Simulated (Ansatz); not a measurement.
**MnCuPd, from a guessed structure to a relaxed one**

Starting from a made-up structure for MnCuPd, the aim is the relaxed cell, its shortest contacts and, where a second run follows, its electronic structure.

Calculated with Ansatz 0.2.0; DFT, PBEsol, plane-wave PAW, files of the set soft_1, scalar-relativistic, ferromagnetic start, cell and ions relaxed at zero pressure; PAW set soft_1, in the first sound run; inputs show where later runs differ.

### 1. Set-up

Symmetry: P3m1, No. 156, trigonal system. The conventional cell has a = 2.620 Å, b = 2.620 Å, c = 6.443 Å, α = 90.00°, β = 90.00°, γ = 120.00°. Nearest to Pd lie 3 Mn at 2.52 Å and 6 Pd at 2.62 Å and 3 Cu at 2.66 Å. Nearest to Cu lie 6 Cu at 2.62 Å and 3 Pd at 2.66 Å and 3 Mn at 2.70 Å. Nearest to Mn lie 3 Pd at 2.52 Å and 6 Mn at 2.62 Å and 3 Cu at 2.70 Å. Farther neighbours are not listed.

### 2. Relaxing cell and atoms

The guessed cell has no reason to be at equilibrium. It is relaxed with the atoms, within the space group of the guess.

Input file input.yaml:

```yaml
crystal:
  lattice:
    - [2.62, 0.0, 0.0]
    - [-1.31, 2.268986558, 0.0]
    - [0.0, 0.0, 6.443]
  atoms:
    - { symbol: Pd, position: [0.0, 0.0, 0.3399] }
    - { symbol: Cu, position: [0.333333333, 0.666666667, 0.9999], spin: 0.6 }
    - { symbol: Mn, position: [0.666666667, 0.333333333, 0.6533], spin: 4.0 }
magnetization:
  spin_polarized: true
kpoints:
  mp_grid: { grid: [12, 12, 4] }
scf:
  occupations: { method: fermi_dirac, width: 0.05 }
hamiltonian:
  xc: pbesol
  pseudopotentials: { kind: paw, azcp: { folder: soft_1 }, xc_functional: pbe }
relax:
  f_tol: 0.015
  max_steps: 70
  cell: {}
output:
  forces: true
  stress: true
```

Command:

```
$ ansatz run input.yaml --threads 4 --pin off --max-ram 8192MiB --backend cpu --events-out ev --progress --plain --runs-dir out
```

Numbers of over 12 decimals in the logs are rounded to 6 here.

The log of the run:

```text
Engine: ansatz 0.2.0, x86_64-unknown-linux-gnu
Pseudopotentials: kind: paw
Pseudopotential: Pd, paw, valence charge 18, recommended cutoff 420 eV (normal), soft_1/Pd.paw.azcp
Pseudopotential: Cu, paw, valence charge 19, recommended cutoff 420 eV (normal), soft_1/Cu.paw.azcp
Pseudopotential: Mn, paw, valence charge 15, recommended cutoff 420 eV (normal), soft_1/Mn.paw.azcp
Functional definition: PBEsol
  exchange = pbesol_x
  correlation = pbesol_c
Crystal: 3 atoms, lattice volume = 38.302 Å³
Basis set: ecut = 420 eV, 771 PW (Γ), exchange–correlation on 36×36×90 points (8 copies of the dense FFT grid, shifted against one another)
Bands: 34, of which v1, the nominal top of the filled ones, is band 26 counted from 1 (25 counted from 0)
Symmetry: 6 space group operations
Space group: P3m1 (ITA 156), of the structure as read, at distance tolerance 3.4e-5 Å
Magnetic group: BNS 156.49 (UNI 1279), of the structure as read, at distance tolerance 3.4e-5 Å
k-points: 69 of 576 (time reversal used)
Non-local potential: Pd, projectors of the file, l = 0: 2, l = 1: 2, l = 2: 2, l = 3: 1
Non-local potential: Cu, projectors of the file, l = 0: 3, l = 1: 2, l = 2: 3, l = 3: 1
Non-local potential: Mn, projectors of the file, l = 0: 3, l = 1: 2, l = 2: 3, l = 3: 1
PAW form: soft (Blöchl's): semilocal exchange-correlation on the pseudo side does not see the compensation charge
PAW frozen core: Pd, regenerated for the run's functional, and the local potential with it (the file was generated under x = pbe(κ = 0.804, μ = 0.219515), c = pbe(β = 0.066725))
PAW frozen core: Cu, regenerated for the run's functional, and the local potential with it (the file was generated under x = pbe(κ = 0.804, μ = 0.219515), c = pbe(β = 0.066725))
PAW frozen core: Mn, regenerated for the run's functional, and the local potential with it (the file was generated under x = pbe(κ = 0.804, μ = 0.219515), c = pbe(β = 0.066725))
PAW one-centre angular grid: Pd, 590 points (default); XC on 64 Gauss nodes
PAW one-centre angular grid: Cu, 590 points (default); XC on 64 Gauss nodes
PAW one-centre angular grid: Mn, 590 points (default); XC on 64 Gauss nodes
Initial density: superposition of atomic densities (chi_scale 0.1, normalization cell)
Starting moments: Σ|m| = 4.6 μB on 2 of 3 sites
Initial wavefunctions: pseudopotential atomic-orbital guess
Functional: x = pbesol(κ = 0.804, μ = 0.123457), c = pbesol(β = 0.046)
SCF iter   1: F=—  HF=-17366.750113 eV  |F-HF|=—  |Δ(HF+E_count)|=         —  Δρ=1.50e-1 (↑1.33e-1 ↓1.50e-1)  dr2=5.23e1  dr2_m=3.97e-1  M=3.235 μB ∫|m|=3.338 μB  β_m=0.30  ethr=3.10e-3  ⟨swp⟩=5.7  Hψ=16133  notcnv=0
Mixer restart at iter 1: flushing history
preconditioner: auto → Kerker (q_TF=auto, 2.871 Å⁻¹)  [metal: Δε(μ)=0.008 eV  Ē_g=8.899 eV  σ=0.050 eV  W_gap=0.04  n_scr=10 (ndim 8)  ℏωp=31.7 eV  f_vac=0.000  D(μ)=2.89/eV (n_scr^D=36)]
spin=Collinear: Kerker preconditioning applied to the charge; magnetization (m = ρ↑ − ρ↓) channel mixes plain (no charge-response kernel on spin).
SCF iter   2: F=—  HF=-17364.514148 eV  |F-HF|=—  |Δ(HF+E_count)|=    2.24e0  Δρ=6.12e-2 (↑4.43e-2 ↓6.12e-2)  dr2=1.06e1  dr2_m=2.09e-1  M=3.447 μB ∫|m|=3.494 μB  β_m=0.38  ethr=3.10e-3  ⟨swp⟩=2.3  Hψ=10306  notcnv=0  defer=256
SCF iter   3: F=—  HF=-17364.112498 eV  |F-HF|=—  |Δ(HF+E_count)|=   4.02e-1  Δρ=6.68e-2 (↑4.15e-2 ↓6.68e-2)  dr2=5.70e0  dr2_m=1.11e-1  M=3.662 μB ∫|m|=3.711 μB  β_m=0.36  ethr=3.10e-3  ⟨swp⟩=2.2  Hψ=8099  notcnv=0  defer=267
SCF iter   4: F=—  HF=-17363.874393 eV  |F-HF|=—  |Δ(HF+E_count)|=   2.38e-1  Δρ=2.07e-2 (↑1.91e-2 ↓2.07e-2)  dr2=1.21e0  dr2_m=3.87e-2  M=3.515 μB ∫|m|=3.579 μB  β_m=0.43  ethr=3.10e-3  ⟨swp⟩=2.0  Hψ=7447  notcnv=0  defer=258
SCF iter   5: F=—  HF=-17363.683724 eV  |F-HF|=—  |Δ(HF+E_count)|=   1.91e-1  Δρ=1.23e-2 (↑1.23e-2 ↓8.10e-3)  dr2=1.84e-1  dr2_m=1.26e-2  M=3.464 μB ∫|m|=3.558 μB  β_m=0.63  ethr=2.33e-3  ⟨swp⟩=2.3  Hψ=7212  notcnv=0  defer=257
SCF iter   6: F=—  HF=-17363.739503 eV  |F-HF|=—  |Δ(HF+E_count)|=         —  Δρ=1.36e-2 (↑1.26e-2 ↓1.36e-2)  dr2=1.38e-1  dr2_m=2.24e-2  M=3.336 μB ∫|m|=3.432 μB  β_m=0.63  ethr=3.54e-4  ⟨swp⟩=2.2  Hψ=7292  notcnv=0  defer=262
Mixer restart at iter 6: flushing history
SCF iter   7: F=—  HF=-17363.752587 eV  |F-HF|=—  |Δ(HF+E_count)|=   1.31e-2  Δρ=1.08e-2 (↑9.52e-3 ↓1.08e-2)  dr2=1.08e-1  dr2_m=4.47e-3  M=3.351 μB ∫|m|=3.446 μB  β_m=0.58  ethr=2.66e-4  ⟨swp⟩=2.0  Hψ=8283  notcnv=0  defer=262
SCF iter   8: F=—  HF=-17363.747450 eV  |F-HF|=—  |Δ(HF+E_count)|=   5.14e-3  Δρ=1.14e-2 (↑9.42e-3 ↓1.14e-2)  dr2=1.18e-1  dr2_m=3.90e-3  M=3.316 μB ∫|m|=3.413 μB  β_m=0.51  ethr=2.08e-4  ⟨swp⟩=2.1  Hψ=10045  notcnv=0  defer=253
SCF iter   9: F=—  HF=-17363.735816 eV  |F-HF|=—  |Δ(HF+E_count)|=   1.16e-2  Δρ=2.73e-3 (↑2.73e-3 ↓1.93e-3)  dr2=4.64e-3  dr2_m=1.13e-3  M=3.354 μB ∫|m|=3.451 μB  β_m=0.47  ethr=2.08e-4  ⟨swp⟩=2.1  Hψ=6648  notcnv=0  defer=253
SCF iter  10: F=—  HF=-17363.734802 eV  |F-HF|=—  |Δ(HF+E_count)|=   1.01e-3  Δρ=9.64e-4 (↑6.03e-4 ↓9.64e-4)  dr2=1.11e-3  dr2_m=6.83e-5  M=3.347 μB ∫|m|=3.444 μB  β_m=0.67  ethr=8.92e-6  ⟨swp⟩=2.0  Hψ=5974  notcnv=0  defer=253
SCF iter  11: F=—  HF=-17363.734854 eV  |F-HF|=—  |Δ(HF+E_count)|=   5.18e-5  Δρ=5.14e-4 (↑2.90e-4 ↓5.14e-4)  dr2=3.49e-4  dr2_m=6.86e-6  M=3.355 μB ∫|m|=3.453 μB  β_m=0.83  ethr=2.14e-6  ⟨swp⟩=2.0  Hψ=6477  notcnv=0  defer=253
SCF iter  12: F=—  HF=-17363.734838 eV  |F-HF|=—  |Δ(HF+E_count)|=   1.61e-5  Δρ=5.25e-4 (↑5.25e-4 ↓2.89e-4)  dr2=7.39e-5  dr2_m=4.05e-5  M=3.357 μB ∫|m|=3.455 μB  β_m=0.66  ethr=6.71e-7  ⟨swp⟩=2.0  Hψ=5700  notcnv=0  defer=253
SCF iter  13: F=—  HF=-17363.734810 eV  |F-HF|=—  |Δ(HF+E_count)|=   2.75e-5  Δρ=1.68e-4 (↑1.68e-4 ↓1.23e-4)  dr2=1.69e-5  dr2_m=4.49e-6  M=3.356 μB ∫|m|=3.454 μB  β_m=0.83  ethr=1.42e-7  ⟨swp⟩=2.0  Hψ=6528  notcnv=0  defer=253
SCF iter  14: F=—  HF=-17363.734810 eV  |F-HF|=—  |Δ(HF+E_count)|=   9.43e-8  Δρ=9.82e-5 (↑9.82e-5 ↓1.75e-5)  dr2=4.83e-6  dr2_m=8.81e-7  M=3.356 μB ∫|m|=3.455 μB  β_m=0.91  ethr=3.25e-8  ⟨swp⟩=1.0  Hψ=4692  notcnv=0  defer=253
SCF iter  15: F=—  HF=-17363.734809 eV  |F-HF|=—  |Δ(HF+E_count)|=   6.05e-7  Δρ=5.20e-6 (↑5.20e-6 ↓5.07e-6)  dr2=3.65e-8  dr2_m=2.97e-9  M=3.356 μB ∫|m|=3.454 μB  β_m=0.96  ethr=9.29e-9  ⟨swp⟩=2.0  Hψ=5383  notcnv=0  defer=253
SCF iter  16: F=-17363.734809 eV  HF=-17363.734809 eV  |F-HF|=5.55e-8  |Δ(HF+E_count)|=   6.78e-9  Δρ=6.73e-6 (↑6.73e-6 ↓5.27e-6)  dr2=4.68e-8  dr2_m=1.78e-9  M=3.356 μB ∫|m|=3.454 μB  ethr=7.02e-11  ⟨swp⟩=1.7  Hψ=14060  notcnv=0
SCF 1 converged in 16 iterations: F = -17363.734809 eV  dr2 = 4.68e-8
[...]
SCF 3 converged in 15 iterations: F = -17363.919431 eV  dr2 = 1.37e-8
relax step   3: F+E_penalty+E_count = -17363.91943104 eV  Δ(F+E_penalty+E_count) = -1.800e-2 eV  max|allowed force component| = 6.937e-2 eV/Å  Δτ_max = 0.0332 Å  P = +1.052 GPa  Ω = 39.142 Å³  energy of the carried Pulay correction = -7.678e-4 eV  (15 SCF iters, dr2 threshold 3.00e-7 eV, accepted)
[...]
relax step   4: F+E_penalty+E_count = -17363.92139854 eV  Δ(F+E_penalty+E_count) = -1.967e-3 eV  max|allowed force component| = 1.483e-2 eV/Å  Δτ_max = 0.0051 Å  P = +0.095 GPa  Ω = 39.487 Å³  energy of the carried Pulay correction = -1.078e-3 eV  (13 SCF iters, dr2 threshold 3.00e-7 eV, accepted)
[...]
relax step   5: F+E_penalty+E_count = -17363.92156200 eV  Δ(F+E_penalty+E_count) = -1.635e-4 eV  max|allowed force component| = 1.388e-2 eV/Å  Δτ_max = 0.0011 Å  P = -0.032 GPa  Ω = 39.565 Å³  energy of the carried Pulay correction = -1.148e-3 eV  (10 SCF iters, dr2 threshold 1.94e-7 eV, accepted)
[...]
relax step   6: F+E_penalty+E_count = -17363.92157467 eV  Δ(F+E_penalty+E_count) = -1.267e-5 eV  max|allowed force component| = 2.479e-3 eV/Å  Δτ_max = 0.0008 Å  P = -0.030 GPa  Ω = 39.577 Å³  energy of the carried Pulay correction = -1.158e-3 eV  (11 SCF iters, dr2 threshold 4.27e-8 eV, accepted)
[...]
relax step   7: F+E_penalty+E_count = -17363.92273468 eV  Δ(F+E_penalty+E_count) = -1.160e-3 eV  max|allowed force component| = 2.619e-3 eV/Å  Δτ_max = 0.0000 Å  P = -0.028 GPa  Ω = 39.577 Å³  stress off target by 6.52e-2 GPa  SCF on the basis re-selected at this cell (its energy is not comparable with the rows above)  (12 SCF iters)
[...]
relax step   8: F+E_penalty+E_count = -17363.92274108 eV  Δ(F+E_penalty+E_count) = -6.406e-6 eV  max|allowed force component| = 3.205e-5 eV/Å  Δτ_max = 0.0002 Å  P = +0.002 GPa  Ω = 39.572 Å³  energy of the carried Pulay correction = +3.988e-6 eV  (10 SCF iters, dr2 threshold 1.06e-8 eV, accepted)
iter 1 solved again at ethr=4.60e-9 eV; its pass at ethr=3.10e-3 eV (dr2=2.39e-6 eV) is discarded
SCF iter   1: F=—  HF=-17363.922735 eV  |F-HF|=—  |Δ(HF+E_count)|=         —  Δρ=5.30e-7 (↑3.55e-7 ↓5.30e-7)  dr2=1.57e-10  dr2_m=1.24e-11  M=3.682 μB ∫|m|=3.803 μB  β_m=0.65  ethr=4.60e-9  ⟨swp⟩=4.4  Hψ=31757  notcnv=0
preconditioner: auto → none  [metal: Δε(μ)=0.014 eV  Ē_g=9.207 eV  σ=0.050 eV  W_gap=0.07  n_scr=4 (ndim 8)  ℏωp=31.2 eV  f_vac=0.000  D(μ)=2.44/eV (n_scr^D=24)]
SCF iter   2: F=—  HF=-17363.922735 eV  |F-HF|=—  |Δ(HF+E_count)|=   1.50e-8  Δρ=1.70e-6 (↑1.13e-6 ↓1.70e-6)  dr2=3.15e-9  dr2_m=9.49e-11  M=3.682 μB ∫|m|=3.803 μB  β_m=0.30  ethr=1.00e-12  ⟨swp⟩=2.4  Hψ=8631  notcnv=0
SCF iter   3: F=—  HF=-17363.922735 eV  |F-HF|=—  |Δ(HF+E_count)|=  3.20e-10  Δρ=3.15e-7 (↑3.11e-7 ↓3.15e-7)  dr2=3.16e-11  dr2_m=1.33e-11  M=3.682 μB ∫|m|=3.803 μB  β_m=0.62  ethr=1.00e-12  ⟨swp⟩=2.0  Hψ=7461  notcnv=0
SCF iter   4: F=—  HF=-17363.922735 eV  |F-HF|=—  |Δ(HF+E_count)|=  6.55e-11  Δρ=3.07e-7 (↑1.84e-7 ↓3.07e-7)  dr2=1.07e-10  dr2_m=1.79e-12  M=3.682 μB ∫|m|=3.803 μB  β_m=0.72  ethr=1.00e-12  ⟨swp⟩=1.0  Hψ=4692  notcnv=0
SCF iter   5: F=—  HF=-17363.922735 eV  |F-HF|=—  |Δ(HF+E_count)|=  2.07e-10  Δρ=8.98e-7 (↑6.13e-7 ↓8.98e-7)  dr2=1.44e-9  dr2_m=3.59e-11  M=3.682 μB ∫|m|=3.803 μB  β_m=0.45  ethr=1.00e-12  ⟨swp⟩=1.9  Hψ=5335  notcnv=0  recentre
SCF iter   6: F=—  HF=-17363.922735 eV  |F-HF|=—  |Δ(HF+E_count)|=  1.31e-10  Δρ=1.83e-7 (↑1.24e-7 ↓1.83e-7)  dr2=5.31e-11  dr2_m=9.38e-13  M=3.682 μB ∫|m|=3.803 μB  β_m=0.36  ethr=1.00e-12  ⟨swp⟩=1.4  Hψ=4793  notcnv=0
SCF iter   7: F=—  HF=-17363.922735 eV  |F-HF|=—  |Δ(HF+E_count)|=  3.64e-12  Δρ=1.18e-7 (↑5.83e-8 ↓1.18e-7)  dr2=9.85e-12  dr2_m=1.83e-12  M=3.682 μB ∫|m|=3.803 μB  β_m=0.62  ethr=1.00e-12  ⟨swp⟩=1.0  Hψ=4692  notcnv=0
SCF iter   8: F=—  HF=-17363.922735 eV  |F-HF|=—  |Δ(HF+E_count)|=  4.00e-11  Δρ=1.60e-7 (↑1.01e-7 ↓1.60e-7)  dr2=4.49e-11  dr2_m=3.63e-13  M=3.682 μB ∫|m|=3.803 μB  β_m=0.52  ethr=1.00e-12  ⟨swp⟩=1.0  Hψ=4692  notcnv=0
SCF iter   9: F=—  HF=-17363.922735 eV  |F-HF|=—  |Δ(HF+E_count)|=  1.09e-11  Δρ=7.28e-8 (↑7.28e-8 ↓2.21e-8)  dr2=1.63e-12  dr2_m=6.34e-13  M=3.682 μB ∫|m|=3.803 μB  β_m=0.52  ethr=1.00e-12  ⟨swp⟩=1.0  Hψ=4692  notcnv=0
SCF iter  10: F=—  HF=-17363.922735 eV  |F-HF|=—  |Δ(HF+E_count)|=  7.28e-12  Δρ=1.12e-7 (↑1.12e-7 ↓1.07e-7)  dr2=3.51e-11  dr2_m=1.18e-13  M=3.682 μB ∫|m|=3.803 μB  β_m=0.55  ethr=1.00e-12  ⟨swp⟩=1.0  Hψ=4692  notcnv=0
SCF iter  11: F=-17363.922735 eV  HF=-17363.922735 eV  |F-HF|=7.28e-12  |Δ(HF+E_count)|=  7.28e-12  Δρ=1.08e-8 (↑1.08e-8 ↓7.12e-9)  dr2=1.82e-13  dr2_m=2.51e-15  M=3.682 μB ∫|m|=3.803 μB  ethr=1.00e-12  ⟨swp⟩=2.9  Hψ=14478  notcnv=0
SCF 9 converged in 11 iterations: F = -17363.922735 eV  dr2 = 1.82e-13
relax step   9: F+E_penalty+E_count = -17363.92273532 eV  Δ(F+E_penalty+E_count) = +5.764e-6 eV  max|allowed force component| = 3.462e-5 eV/Å  Δτ_max = 0.0000 Å  P = +0.003 GPa  Ω = 39.572 Å³  stress off target by 4.28e-3 GPa  SCF on the basis re-selected at this cell (its energy is not comparable with the rows above)  (11 SCF iters)
basis re-selected at this cell: Δ(F+E_penalty+E_count) = +5.764e-6 eV, ΔP = +0.000 GPa vs the last step (what re-selecting the basis moved, of the pressure what is left beyond the Pulay correction that the steps carried, after the strain that the cell walked since its last selection, with what the two solves' SCF thresholds leave and, on support functions, any second-order correction that the steps lacked; it is no m [...]
SCF converged after 11 iterations
Magnetization: 3.6820 μB (27.8410 up, 24.1590 down)
Absolute magnetization: 3.8062 μB (∫|ρ↑−ρ↓|, with the PAW one-centre terms)
Spin contamination: 0.1125 ħ² per cell (⟨S²⟩ above its minimum at these occupations)
Per-site moments (μB) at R_I (Å): [(0.196624, 1.089902), (0.104426, 1.049375), (3.221293, 1.049375)]
Free energy (F): -17363.922735 eV
Harris-Foulkes:  -17363.922735 eV  (|F-HF|=7.28e-12)
Internal energy: -17363.903056 eV  (E = F + TS)
E sigma→0 (E₀):  -17363.912895 eV
Entropy (-TS):   -0.019680 eV (-6.560 meV/atom)
Fermi energy:    17.650929 eV
--- Per-component energies (eV) ---
  E_band       = -715.677271
  E_kinetic    = 1028.253206
  E_local      = -8524.645156  (includes V_loc(G=0)·N_el)
  E_nonlocal   = 1725.198017
  E_hartree    = 3486.998608
  E_xc         = -314.914791
  E_vxc        = -403.145943  (∫ρ·V_xc dr)
  E_paw        = -6821.944111  (= ΣΔE_a)
  E_vpaw       = -1515.335855  (= ΣTr[D̂ρ^β])
  E_aug_tail   = 0.001248  (compensation charges beyond the density's cutoff)
  E_ewald      = -7943.528454
  E_core_change = 0.678378  (= ΣΔE_core)
  E_smearing   = -0.019680  (= −TS)
  E_closure    = 0.000000  (closes the sum)
  Σ components = -17363.922735   (vs F -17363.922735, Δ=0.00e0)
--- Forces (eV/Å), atoms counted from 1 ---
  atom   1  Pd     0.00000000     0.00000000     0.00001813
  atom   2  Cu    -0.00000000    -0.00000000     0.00001652
  atom   3  Mn     0.00000000     0.00000000    -0.00003460
  max |Σ_I F_I| component: 5.02e-8 eV/Å
--- Stress (GPa, compression-positive) ---
        0.002021       0.000000       0.000000
       -0.000000       0.002021       0.000000
        0.000000       0.000000       0.004278
  P = ⅓ Tr σ = 0.0028 GPa (0.028 kbar)
--- Relaxed structure (7 steps of the walk, 7 accepted, 2 SCFs on fresh bases) ---
  F+E_penalty+E_count = -17363.92273532 eV   max|allowed force component| = 3.462e-5 eV/Å   (the final SCF, on the basis selected at the relaxed cell)
  cell:  # Å, volume = 39.5721 Å³
    - [2.694978, 0, 1.7093329703445664e-18]
    - [-1.347489, 2.333920, -8.546664851722825e-19]
    - [4.2035237892077486e-18, 0, 6.291406]
  atoms:
    - { symbol: Pd, position: [-2.6639173309085575e-18, 0, 0.331450] }
    - { symbol: Cu, position: [0.333333, 0.666667, 0.990775] }
    - { symbol: Mn, position: [0.666667, 0.333333, 0.670875] }
```

Elapsed: 27 s, on 4 threads of INTEL XEON PLATINUM 8581C at 2.30GHz (Emerald Rapids), shared host; peak memory 0.5 GiB.

Relaxation path:

```
step  energy less that of the first step (eV)  largest force component (eV/Å)  pressure (GPa)  volume (Å³)
   1                                   0.0000                          1.8180            6.56        38.30
   2                                  -0.1666                          0.5041            1.49        38.99
   3                                  -0.1846                          0.0694            1.05        39.14
   4                                  -0.1866                          0.0148            0.10        39.49
   5                                  -0.1868                          0.0139           -0.03        39.57
   6                                  -0.1868                          0.0025           -0.03        39.58
  7*                                  -0.1879                          0.0026           -0.03        39.58
   8                                  -0.1879                          0.0000            0.00        39.57
  9*                                  -0.1879                          0.0000            0.00        39.57
```

Relaxation steps marked * repeat the geometry before them on a plane-wave basis chosen anew for their cell, so energy and pressure can jump there.

Forces are held to the 6 operations that the run works with; a distortion that breaks them can't arise in this run.

```
conventional cell, symmetrised  before  after  change
                         a (Å)   2.620  2.695  +2.9 %
                         b (Å)   2.620  2.695  +2.9 %
                         c (Å)   6.443  6.291  -2.4 %
              volume (Å³/atom)   12.77  13.19  +3.3 %
```

The atoms that moved most (Å, as changes of fractional coordinates times the final cell):

```
atom     dx     dy      dz  length
 Mn3  0.000  0.000   0.111   0.111
 Cu2  0.000  0.000  -0.057   0.057
 Pd1  0.000  0.000  -0.053   0.053
```

The relaxed structure:

```xyz
3
Lattice="2.6950 0.0000 0.0000 -1.3475 2.3339 0.0000 0.0000 0.0000 6.2914" Properties=species:S:1:pos:R:3 pbc="T T T"
Pd    0.0000    0.0000    2.0853
Cu    0.0000    1.5559    6.2334
Mn    1.3475    0.7780    4.2207
```

Numbers from this step:

```yaml
free_energy: -17363.9227 eV
energy_at_zero_smearing: -17363.9129 eV
smearing_term_ts: 0.01968 eV
fermi_energy: 17.65 eV
magnetization: 3.682 μB
absolute_magnetization: 3.806 μB
site_moments: 0.1966, 0.1044, 3.221 μB
electrons: 52
symmetry_operations: 6
pressure: 0.002773 GPa
```

Site moment by atom:

```
atom  site moment (μB)
 Pd1              0.20
 Cu2              0.10
 Mn3              3.22
```

Shortest distances by pair of elements, guess and relaxed (not always the same contact):

```
 pair  guess (Å)  relaxed (Å)
Cu–Mn      2.697        2.544
Mn–Pd      2.523        2.642
Cu–Pd      2.662        2.649
Pd–Pd      2.620        2.695
Cu–Cu      2.620        2.695
```

The relaxation ends with a largest force component of 3.5e-5 eV/Å and a pressure of 0.00 GPa.

(Continued in part 2 of 2.)

[Logs are printed without paths, hosts, clocks, repeated set-up lines and the standing remarks that a program may print on its own settings, such as how far it seeks lower states.]

[Hosts, paths, dates, database ids (printed as entryN), source tags and the programs' standing remarks are cut or masked in the printed files.]
